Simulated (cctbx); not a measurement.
**What is wrong with this refinement?**

Cell a = 6.7370 Å, b = 4.3240 Å, c = 7.7740 Å, α = 90.00°, β = 90.00°, γ = 90.00°; space group Pnma (no. 62). The compound is YbTiCr.

Simulated single-crystal data (cctbx): synchrotron X-rays, λ = 0.7749 Å, to d = 0.8 Å, 50 % of the full sphere, strongest reflection 40000 counts, noise from counting, a 1.5 % proportional error and a noise floor of 8 counts (s.d.); no absorption.

An anisotropic refinement with weights 1/σ² prints:

```text
Rint 0.014, 258 unique reflections to 0.80 A
cycle     R1     wR2    GooF  max shift (A)
   1  0.0122  0.0312   2.221   0.00050
   2  0.0077  0.0193   1.375   0.00000
final R1 0.0077 wR2 0.0193 GooF 1.375  parameters 18  data/parameter 14.3
atom        x        y        z      Ueq    occ   su(xyz)  su(Uiso or U11)
Yb1    0.47308  0.75000  0.18112   0.0026  1.000  0.00002  0.0001
Cr1    0.35584  0.75000  0.56438   0.0037  1.000  0.00009  0.0003
Ti1    0.22781  0.75000  0.87266   0.0046  1.000  0.00011  0.0003
difference map: max 0.59 min -0.57 rms 0.15
Q1    0.2386  0.2500  0.3015    4    0.60  0.60 A from Ti1
Q2    0.2211  0.2500  0.0470    4    0.59  0.54 A from Cr1
Q3    0.0762  0.2500  0.0257    4    0.58  0.55 A from Cr1
Q4    0.1605  0.2500  0.8014    4    0.48  1.30 A from Yb1
Q5    0.1311  0.2500  0.1232    4    0.48  0.47 A from Cr1
Q6    0.0276  0.7500  0.5440    4    0.41  1.79 A from Yb1
```

Q: Accept it or mend it, and why?

Mend it. The fault: anomalous dispersion left out. Against the right model at the same level, R1 goes from 0.0062 to 0.0077 and GooF from 1.02 to 1.38, U of Cr1 shrinks from 0.0056 to 0.0037 Å² and U of Ti1 shrinks from 0.0065 to 0.0046 Å². No atom is wrong: without f′ and f″ the atoms near an edge get the wrong scattering power, which U and the scale absorb. The signs are weak, and the output alone doesn't single this fault out.

The compound is YbTiCr. The right model at the same level gives:

```text
Rint 0.014, 258 unique reflections to 0.80 A
cycle     R1     wR2    GooF  max shift (A)
   1  0.0087  0.0205   1.461   0.00062
   2  0.0062  0.0144   1.025   0.00000
final R1 0.0062 wR2 0.0144 GooF 1.025  parameters 18  data/parameter 14.3
atom        x        y        z      Ueq    occ   su(xyz)  su(Uiso or U11)
Yb1    0.47308  0.75000  0.18111   0.0025  1.000  0.00002  0.0001
Cr1    0.35579  0.75000  0.56433   0.0056  1.000  0.00007  0.0002
Ti1    0.22786  0.75000  0.87268   0.0065  1.000  0.00008  0.0003
difference map: max 0.51 min -0.45 rms 0.12
Q1    0.2568  0.2500  0.0435    4    0.53  0.78 A from Cr1
Q2    0.2223  0.2500  0.1767    4    0.41  1.02 A from Cr1
Q3    0.1698  0.2500  0.8083    4    0.38  1.38 A from Yb1
Q4    0.0685  0.1441  0.4517    8    0.34  1.57 A from Ti1
Q5    0.0542  0.2500  0.0097    4    0.33  0.74 A from Cr1
Q6    0.0141  0.2500  0.8696    4    0.32  1.47 A from Yb1
```

Isotropic U is held between 0.0001 and 1 Å² by the program, and listed peak heights are interpolated, so they can pass the grid's maximum.

This is a model crystal, built by substitution and not relaxed, with assumed displacement parameters.

[Middle refinement cycles are left out of these outputs.]

[Logs are printed without paths, hosts, clocks, repeated set-up lines and the standing remarks that a program may print on its own settings, such as how far it seeks lower states.]
